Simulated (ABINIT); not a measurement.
**Beyond one shot: PbS (Galena)**

It takes space group Fm-3m (No. 225, cubic). Conventional cell: a = 5.931 Å, b = 5.931 Å, c = 5.931 Å, α = 90.00°, β = 90.00°, γ = 90.00°. Nearest to Pb lie 6 S at 2.97 Å. Nearest to S lie 6 Pb at 2.97 Å. Farther neighbours, and contacts between anions beyond the nearest, are not listed.

| Quantity | Value |
| --- | --- |
| method | RPA screening on PBE from quasiparticle energies and orbitals, plane waves, norm-conserving pseudopotentials (and 4 further levels or steps) |
| program | ABINIT 10.8.3 |
| settings | cutoff 32 Ha, PseudoDojo scalar-relativistic 0.4 stringent, norm-conserving, ngkpt (4, 4, 4), nband 98, ecuteps 5 Ha, gwcalctyp 28, inclvkb 2, shiftk (0, 0, 0), symchi 1, awtr 1, frequency ppm, cycle 5, q points all but q = 0, 4×4×4 k-mesh |
| cost | 16 runs, 14 min in all on 4 MPI ranks of Arm Neoverse V1, shared host |
| notes | The database entry behind the starting cell differs from other determinations of this structure. The cell and positions come from the Crystallography Open Database and are kept as given unless a step says otherwise. Limits: no spin-orbit coupling. The 4×4×4 mesh is coarse for this cell, which bears on the long-range parts of exchange and screening. The RPA ε∞ on this mesh reaches over 25; with a narrow direct gap a coarse mesh can overstate it, and the correction is then too small. |
| G0W0 | 0.521 eV |
| QSGW, cycle 1 | 0.555 eV |
| QSGW, cycle 2 | 0.649 eV |
| QSGW, cycle 3 | 0.653 eV |
| QSGW, cycle 4 | 0.637 eV |
| QSGW, cycle 5 | 0.624 eV |

Only the bands that the input lists are updated; the higher empty ones keep the functional's energies. QSGW ends at 0.62 eV, +0.10 eV from G0W0, after 5 cycles that took 13 min beside the first screening; the last moved the gap by 0.013 eV.

[Paths, hosts, dates, memory and timing lines, banners, echoed tables and standing remarks are left out of the program output; an Ansatz launch command may be rebuilt from the run's recorded settings. Measured values are a selection of at most five: reports struck by readers or far from the other reports are left out. None is set beside runs whose start may be inverted or whose files or cutoffs have a known fault.]

[Runs of the session that timed out or met a known fault of the program may be left out.]

[Hosts, paths, dates, database ids (printed as entryN), source tags and the programs' standing remarks are cut or masked in the printed files.]

[G0W0 gaps are taken among the corrected bands and points alone; a level outside them can change the order at an edge.]

[Where Ansatz stands beside ABINIT at settings called matched, ABINIT's density can come from a denser mesh and the files from another edition; pairs whose starting gaps differed by over 0.03 eV were left out, so agreement reads better than it is.]
